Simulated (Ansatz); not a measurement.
# KVF3 (cubic perovskite) (Pm-3m): how robust is the cRPA U?, part 2 of 2

Wanted: the sensitivity and cost of U and J for KVF3 (cubic perovskite) (Pm-3m).

Ansatz 0.2.0; constrained RPA on LDA, plane waves, PAW.

So far. Step 4 (Changed: 2×2×2 mesh): On the V t2g shell, screening brings the on-site interaction from 17.7 eV down to U = 6.87 eV. Step 6 (Changed: accuracy high): On the V t2g shell, screening brings the on-site interaction from 17.4 eV down to U = 6.54 eV.

The structure was built from a prototype and need not be the compound's stable phase.

## 7. Changed: a hybrid parent, which the program doesn't serve

This step: constrained RPA on HSE06, plane waves, PAW.

input.yaml reads:

```yaml
crystal:
  lattice:
    - [0.0, -3.95648778, 0.0]
    - [0.0, 0.0, 3.95648778]
    - [-3.95648778, 0.0, 0.0]
  atoms:
    - { symbol: K, position: [0.0, 0.0, 0.0] }
    - { symbol: V, position: [0.5, 0.5, 0.5] }
    - { symbol: F, position: [0.5, 0.5, 0.0] }
    - { symbol: F, position: [0.5, 0.0, 0.5] }
    - { symbol: F, position: [0.0, 0.5, 0.5] }
kpoints:
  mp_grid: { grid: [8, 8, 8] }
hamiltonian:
  xc: hse06
scf:
  occupations: { method: gaussian, width: 0.08 }
  n_extra_bands: 19
  max_iter: 150
  lower_state_search: "off"
output:
  crpa:
    kmesh: [4, 4, 4]
    target_bands: [v2, c1]
    projections: [{ species: V, l: d, shell: 3, orbitals: [dxz, dyz, dxy] }]
```

The run is started by

```bash
$ ansatz run input.yaml --threads 4 --pin off --max-ram 9216MiB --backend cpu --events-out ev --progress --plain --runs-dir out
```

Numbers of over 12 decimals in the logs are rounded to 6 here.

The program printed:

```text
Error: output.crpa with hamiltonian.xc: <hybrid> — the cRPA pass is not lent the exchange term, and with exact exchange the velocity is complete only between two filled bands or a filled and an empty one, where its q→0 head needs it between a partly filled band and a filled or an empty one too; use an LDA or GGA functional, or a τ-reading meta-GGA without exact exchange such as r2scan
```

It took 0.02 s on 4 threads of Arm Neoverse V1, shared host; peak memory 0.032 GiB.

The input was rejected at the start.

The program's message: “Error: output.crpa with hamiltonian.xc: <hybrid> — the cRPA pass is not lent the exchange term, and with exact exchange the velocity is complete only between two filled bands or a filled and an empty …”

The fault put into this input: a hybrid parent, which the program doesn't serve.

## 8. Changed: volume +6 %

This step: constrained RPA on LDA, plane waves, PAW.

The cell differs from the one that the last finished run ended in (a 3.956 → 4.034 Å, b 3.956 → 4.034 Å, c 3.956 → 4.034 Å).

Edit input.yaml of step 7 so:

```diff
@@ -2,5 +2,5 @@
   lattice:
-    - [0.0, -3.95648778, 0.0]
-    - [0.0, 0.0, 3.95648778]
-    - [-3.95648778, 0.0, 0.0]
+    - [0.0, -4.0340856722, 0.0]
+    - [0.0, 0.0, 4.0340856722]
+    - [-4.0340856722, 0.0, 0.0]
   atoms:
@@ -14,3 +14,3 @@
 hamiltonian:
-  xc: hse06
+  xc: lda
 scf:
@@ -25 +25,6 @@
     projections: [{ species: V, l: d, shell: 3, orbitals: [dxz, dyz, dxy] }]
+  local_orbitals:
+    kmesh: [8, 8, 8]
+    orbitals: [{ species: V, l: d, shell: 3, orbitals: [dxz, dyz, dxy] }]
+    window: { bands: [v2, c1] }
+    seedname: lo
```

The program printed:

```text
[...]
Crystal: 5 atoms, lattice volume = 65.650 Å³
Basis set: ecut = 420 eV, 1309 PW (Γ)
Bands: 41, of which v1, the nominal top of the filled ones, is band 22 counted from 1 (21 counted from 0)
Symmetry: 48 space group operations
[...]
k-points: 35 of 512
[...]
k-point 34: bands = [... 18 lower, 3.0999, 3.0999, 10.8313, 10.8313, 10.8313, 13.0776, 13.0776, 13.7722, ... 15 higher]
[...]
χ-basis size per q: N_G = 208..251
[...]
Site 1, 3D, 3 of 5 d orbitals (Wannier functions 1, 2, 3; wannier90's mr 2, 3, 5):
      screened: U = 6.5982 eV, U' = 5.6033 eV, J = 0.4729 eV
      screened, to within: U = 5.3e-3 eV, U' = 5.3e-3 eV, J = 6.0e-4 eV
      bare: V = 17.4796 eV, V' = 16.2016 eV, J = 0.6374 eV
[...]
[key lines of the parts left out:]
SCF converged after 8 iterations
Free energy (F): -6741.568644 eV
Fermi energy:    10.210902 eV
```

Elapsed: 39 s, on 4 threads; peak memory 0.55 GiB; 2.4 min of CPU time.

This step gave:

| Quantity | Value |
| --- | --- |
| U | 6.598 eV |
| U prime (inter-orbital) | 5.603 eV |
| J | 0.4729 eV |
| bare V | 17.48 eV |
| bare J | 0.6374 eV |
| stated bound on U | 0.005227 eV |
| U over bare V | 0.3775 |
| electrons in the window | 3.000 |
| head of the constrained inverse dielectric matrix | 0.3851 |
| least eigenvalue of the projection's overlap | 0.8814 |
| target functions | 3 |
| bands in the sums | 46 |
| r.m.s. miss of the model bands | 3.71e-5 eV |
| width of the target bands | 1.410 eV |
| weight of the projected orbitals in the window | 0.9260 |

On the V t2g shell, screening brings the on-site interaction from 17.5 eV down to U = 6.60 eV.

## 9. Changed: volume -3 %

The cell differs from the one that the last finished run ended in (a 4.034 → 3.917 Å, b 4.034 → 3.917 Å, c 4.034 → 3.917 Å).

Edit input.yaml of step 8 so:

```diff
@@ -2,5 +2,5 @@
   lattice:
-    - [0.0, -4.0340856722, 0.0]
-    - [0.0, 0.0, 4.0340856722]
-    - [-4.0340856722, 0.0, 0.0]
+    - [0.0, -3.9165205244, 0.0]
+    - [0.0, 0.0, 3.9165205244]
+    - [-3.9165205244, 0.0, 0.0]
   atoms:
```

The program printed:

```text
[...]
Crystal: 5 atoms, lattice volume = 60.076 Å³
Basis set: ecut = 420 eV, 1189 PW (Γ)
Bands: 41, of which v1, the nominal top of the filled ones, is band 22 counted from 1 (21 counted from 0)
Symmetry: 48 space group operations
[...]
k-points: 35 of 512
[...]
k-point 34: bands = [... 18 lower, 4.0498, 4.0498, 12.3441, 12.3441, 12.3441, 14.9257, 14.9257, 15.0832, ... 15 higher]
[...]
χ-basis size per q: N_G = 203..228
[...]
Site 1, 3D, 3 of 5 d orbitals (Wannier functions 1, 2, 3; wannier90's mr 2, 3, 5):
      screened: U = 6.4992 eV, U' = 5.5184 eV, J = 0.4711 eV
      screened, to within: U = 1.1e-2 eV, U' = 1.1e-2 eV, J = 2.0e-3 eV
      bare: V = 17.3499 eV, V' = 16.0853 eV, J = 0.6308 eV
[...]
[key lines of the parts left out:]
SCF converged after 8 iterations
Free energy (F): -6741.616155 eV
Fermi energy:    11.603664 eV
```

Wall time 26 s (4 threads); peak memory 0.54 GiB; 98 s of CPU time.

Numbers from this step:

| Item | Value |
| --- | --- |
| U | 6.499 eV |
| U prime (inter-orbital) | 5.518 eV |
| J | 0.4711 eV |
| bare V | 17.35 eV |
| bare J | 0.6308 eV |
| stated bound on U | 0.01071 eV |
| U over bare V | 0.3746 |
| electrons in the window | 3.000 |
| head of the constrained inverse dielectric matrix | 0.3769 |
| least eigenvalue of the projection's overlap | 0.8707 |
| target functions | 3 |
| bands in the sums | 46 |
| r.m.s. miss of the model bands | 4.90e-5 eV |
| width of the target bands | 1.698 eV |
| weight of the projected orbitals in the window | 0.9172 |

On the V t2g shell, screening brings the on-site interaction from 17.3 eV down to U = 6.50 eV.

## 10. Side by side

Times are wall times on 4 threads of Arm Neoverse V1, shared host, good to a factor of about two.

| run | bare V (eV) | U (eV) | J (eV) | bound on U (eV) | width (eV) | time |
| --- | --- | --- | --- | --- | --- | --- |
| target window | 17.40 | 6.536 | 0.472 | 0.0082 | 1.59 | 31 s |
| 6×6×6 mesh | 17.38 | 6.549 | 0.472 | 0.0110 | 1.59 | 2.3 min |
| 2×2×2 mesh | 17.66 | 6.865 | 0.474 | 0.0060 | 1.59 | 6.8 s |
| accuracy high | 17.40 | 6.538 | 0.472 | 0.0006 | 1.59 | 45 s |
| volume +6 % | 17.48 | 6.598 | 0.473 | 0.0052 | 1.41 | 39 s |
| volume -3 % | 17.35 | 6.499 | 0.471 | 0.0107 | 1.70 | 26 s |

## 11. Outcome

```yaml
target_window: U 6.54 eV, J 0.47 eV
6x6x6_mesh: U 6.55 eV, J 0.47 eV
2x2x2_mesh: U 6.87 eV, J 0.47 eV
accuracy_high: U 6.54 eV, J 0.47 eV
volume_plus_6: U 6.60 eV, J 0.47 eV
volume_minus_3: U 6.50 eV, J 0.47 eV
```

In words: 6×6×6 mesh moves U by +0.01 eV (within the solver's bounds, for the mean over orbitals) at 4.5 times the time. 2×2×2 mesh moves U by +0.33 eV at 0.22 times the time. Accuracy high moves U by +0.001 eV (within the solver's bounds, for the mean over orbitals). Volume +6 % moves U by +0.06 eV. Volume -3 % moves U by −0.04 eV. The printed bound covers the solver alone, not the mesh. The parent state is non-magnetic and the interaction static (zero frequency); U depends on the window and the orbitals, so it belongs to this model alone.

[Paths, hosts, dates, memory and timing lines, banners, echoed tables and standing remarks are left out of the program output.]

[Logs are printed without paths, hosts, clocks, repeated set-up lines and the standing remarks that a program may print on its own settings, such as how far it seeks lower states.]

[Runs of the session that timed out or met a known fault of the program may be left out.]

[Hosts, paths, dates, database ids (printed as entryN), source tags and the programs' standing remarks are cut or masked in the printed files.]
